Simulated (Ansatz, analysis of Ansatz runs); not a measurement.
# N2V- centre in diamond: hyperfine coupling against experiment, part 2 of 2

Subject: N2V- centre in diamond. Wanted: its hyperfine coupling, in one set-up (PBE, 64-site cell, measured lattice, 420 eV, k: the single point 1/4 1/4 1/4 then 2x2x2 shifted 0.5 0.5 0.5). The model is a cell of 64 host atoms with 1 site emptied, N put on another atom's site and N put on another atom's site. The isotropic coupling follows from the spin density at the nucleus, the nuclear g-factor and the total spin. The measured lattice removes the functional's error in the volume.

Ansatz 0.2.0; PBE, 64-site cell, measured lattice, 420 eV, k: the single point 1/4 1/4 1/4 then 2x2x2 shifted 0.5 0.5 0.5.

So far: The structure; Relaxation, charge −1.

**3. Contact spin densities**

The relaxed structure is kept, and the final numbers are taken at the final level and k-points.

This step: plane-wave PAW DFT, PBE; single point of a defect supercell.

point/input.yaml reads:

```yaml
crystal:
  lattice:
    - [7.13348, 0.0, 0.0]
    - [0.0, 7.13348, 0.0]
    - [0.0, 0.0, 7.13348]
  atoms:
    - { symbol: C, position: [-0.000985403, -0.001481136, 0.249999766] }
    - { symbol: C, position: [-0.000980759, 0.249596004, -0.001055401] }
    - { symbol: C, position: [0.249984163, -0.001318138, -0.000909253] }
    - { symbol: "N", position: [0.239971696, 0.239828836, 0.240236913] }
    - { symbol: C, position: [0.126237656, 0.126102904, 0.369362765] }
    - { symbol: C, position: [0.126261459, 0.368956493, 0.126550856] }
    - { symbol: C, position: [0.369785028, 0.125853083, 0.12627111] }
    - { symbol: C, position: [-4.8138e-05, 0.000388286, 0.74938284] }
    - { symbol: C, position: [0.002415549, 0.252183516, 0.497585419] }
    - { symbol: C, position: [0.251159308, 0.002279683, 0.497898623] }
    - { symbol: C, position: [0.251057328, 0.251980506, 0.747337163] }
    - { symbol: C, position: [0.125169543, 0.125644335, 0.873575912] }
    - { symbol: C, position: [0.125647185, 0.38052353, 0.624355416] }
    - { symbol: C, position: [0.377020801, 0.128997393, 0.62104163] }
    - { symbol: C, position: [0.37516774, 0.374896457, 0.87524622] }
    - { symbol: C, position: [0.002423875, 0.497139212, 0.25263689] }
    - { symbol: C, position: [-3.9227e-05, 0.748956144, 0.000812538] }
    - { symbol: C, position: [0.251183168, 0.497499411, 0.002726694] }
    - { symbol: C, position: [0.25104336, 0.746910674, 0.252406262] }
    - { symbol: C, position: [0.125641761, 0.623922545, 0.380964969] }
    - { symbol: C, position: [0.125169529, 0.873151631, 0.126060434] }
    - { symbol: C, position: [0.377026822, 0.620629484, 0.129432319] }
    - { symbol: C, position: [0.375159912, 0.874804446, 0.375322009] }
    - { symbol: C, position: [-0.00135982, 0.499689446, 0.751471672] }
    - { symbol: C, position: [-0.001374385, 0.751023311, 0.50012148] }
    - { symbol: "N", position: [0.238906686, 0.510498223, 0.510940196] }
    - { symbol: C, position: [0.250005844, 0.751087151, 0.751521189] }
    - { symbol: C, position: [0.125180074, 0.624091113, 0.877103256] }
    - { symbol: C, position: [0.125165259, 0.876665879, 0.624508257] }
    - { symbol: C, position: [0.369802542, 0.62417868, 0.624630156] }
    - { symbol: C, position: [0.374861616, 0.875068186, 0.875486738] }
    - { symbol: C, position: [0.498243432, 0.001411066, 0.2511387] }
[... 23 lines left out ...]
    - { symbol: C, position: [0.498044668, 0.498366828, 0.748021466] }
    - { symbol: C, position: [0.498026425, 0.747561351, 0.498802525] }
    - { symbol: C, position: [0.7492378, 0.499552863, 0.500009625] }
    - { symbol: C, position: [0.748911436, 0.749441713, 0.749871637] }
    - { symbol: C, position: [0.624026927, 0.624474118, 0.874685907] }
    - { symbol: C, position: [0.624008842, 0.87423221, 0.624914477] }
    - { symbol: C, position: [0.874145999, 0.625043086, 0.625488283] }
    - { symbol: C, position: [0.874670284, 0.874814953, 0.875245353] }
total_charge: -1
basis:
  ecutwfc: 420
  xc_grid: 2
hamiltonian:
  xc: pbe
kpoints:
  mp_grid: { grid: [2, 2, 2], shift: [0.5, 0.5, 0.5] }
magnetization:
  spin_polarized: true
  initial_magnetization: 1
  spin_locking: { lock_magnetization: hard }
scf:
  occupations: { method: fermi_dirac, width: 0.01 }
  max_iter: 120
output:
  forces: true
  efg: {}
  eigenvalues: true
checkpoint:
  read: "../relax.run"
```

Started as:

```
$ ansatz run input.yaml --threads 2 --pin off --max-ram 3768MiB --backend cpu --events-out ev --progress --plain --runs-dir out
```

Numbers of over 12 decimals in the logs are rounded to 6 here.

Output:

```text
[...]
Crystal: 63 atoms, lattice volume = 362.998 Å³
Basis set: ecut = 420 eV, 7123 PW (Γ), exchange–correlation on 96×96×96 points (8 copies of the dense FFT grid, shifted against one another)
Bands: 191, of which v1, the nominal top of the filled ones, is band 128 counted from 1 (127 counted from 0)
Symmetry: 1 space group operations
[...]
k-points: 4 of 8 (time reversal used)
[...]
Starting moments: Σ|m| = 1 μB on 63 of 63 sites; this step starts from the density that it was given
[...]
iter 1 solved again at ethr=7.20e-6 eV; its pass at ethr=3.10e-3 eV (dr2=1.84e-2 eV) is discarded
[...]
SCF iter   7: F=-16046.853327 eV  HF=-16046.853327 eV  |F-HF|=5.46e-11  |Δ(HF+E_count)|=   1.61e-8  Δρ=5.70e-7 (↑5.48e-7 ↓5.70e-7)  dr2=3.08e-9  dr2_m=1.03e-10  M=1.000 μB ∫|m|=1.129 μB  ethr=1.66e-11  ⟨swp⟩=3.0  Hψ=3220  notcnv=0
[...]
atom  13  C  V_zz =    +1.624298   η = 0.1043   by run symmetry: allowed
[...]
atom  16  C  V_zz =    -0.393875   η = 0.3525   by run symmetry: allowed
[...]
atom  20  C  V_zz =    +1.624939   η = 0.1034   by run symmetry: allowed
[...]
atom  26  N  V_zz =   -14.161418   η = 0.0026   by run symmetry: allowed
[...]
atom  41  C  V_zz =    -3.354815   η = 0.0789   by run symmetry: allowed
[...]
atom  48  C  V_zz =    -3.354154   η = 0.0801   by run symmetry: allowed
[...]
--- Band table (eV; the first three rows and the last of 8) ---
[...]
[... further k-points left out ...]
[key lines of the parts left out:]
SCF converged after 7 iterations
Magnetization: 1.0000 μB (128.0000 up, 127.0000 down)
Free energy (F): -16046.853327 eV
Fermi energy:    15.491847 (↑ 16.494981, ↓ 15.220972) eV
```

The job ended after 2.1 min (2 threads of Arm Neoverse N1, shared host; peak memory 1.1 GiB; 3.8 min of CPU time).

Read from the output:

```
free energy                           : -16046.8533 eV
total moment                          : 1 μB
integral of the absolute spin density : 1.129 μB
spin contamination                    : 0.004392
```

The largest moments in the atoms' spheres: C48 0.18, C41 0.18, C40 0.02, C49 0.02, C50 0.01, C42 0.01 μB.

Isotropic hyperfine couplings from the contact spin densities (Fermi contact term with core polarisation, no dipolar part), the largest:

| atom | isotope | distance from the centre (Å) | contact spin density (e/Å³) | A (MHz) |
| --- | --- | --- | --- | --- |
| C41 | 13C | 1.63 | 1.13 | 189.0 |
| C48 | 13C | 1.63 | 1.13 | 188.8 |
| C40 | 13C | 3.89 | 0.160 | 26.6 |
| C49 | 13C | 3.88 | 0.160 | 26.6 |
| C51 | 13C | 3.89 | 0.116 | 19.3 |
| C50 | 13C | 3.89 | 0.116 | 19.3 |
| C42 | 13C | 3.90 | 0.116 | 19.3 |
| C43 | 13C | 3.89 | 0.115 | 19.2 |
| C31 | 13C | 5.04 | 0.0686 | 11.4 |
| C37 | 13C | 2.51 | -0.0671 | -11.2 |

**4. Outcome**

```
15N, isotropic                                    : 3.0 MHz
13C, the two neighbours of the vacancy, isotropic : 188.9 MHz
integral of the absolute spin density             : 1.13 μB
time of the whole chain                           : 5 min on 2 threads
```

What this shows: 15N, isotropic: computed 3.0 MHz, measured 4.02 MHz; 1.0 MHz (26 %) below the measurement. 13C, the two neighbours of the vacancy, isotropic: computed 188.9 MHz, measured 240.7 MHz; 51.8 MHz (22 %) below the measurement. Only the isotropic (Fermi contact) part is computed, with core polarisation; no vibrational averaging. Limits: the periodic copies of the defect are only 7.1 Å apart.

[Logs are printed without paths, hosts, clocks, repeated set-up lines and the standing remarks that a program may print on its own settings, such as how far it seeks lower states.]

[Hosts, paths, dates, database ids (printed as entryN), source tags and the programs' standing remarks are cut or masked in the printed files.]

[For some hosts the program warned that the k-mesh of the response run may be too coarse for force constants and the static dielectric constant; such warnings are not shown here.]
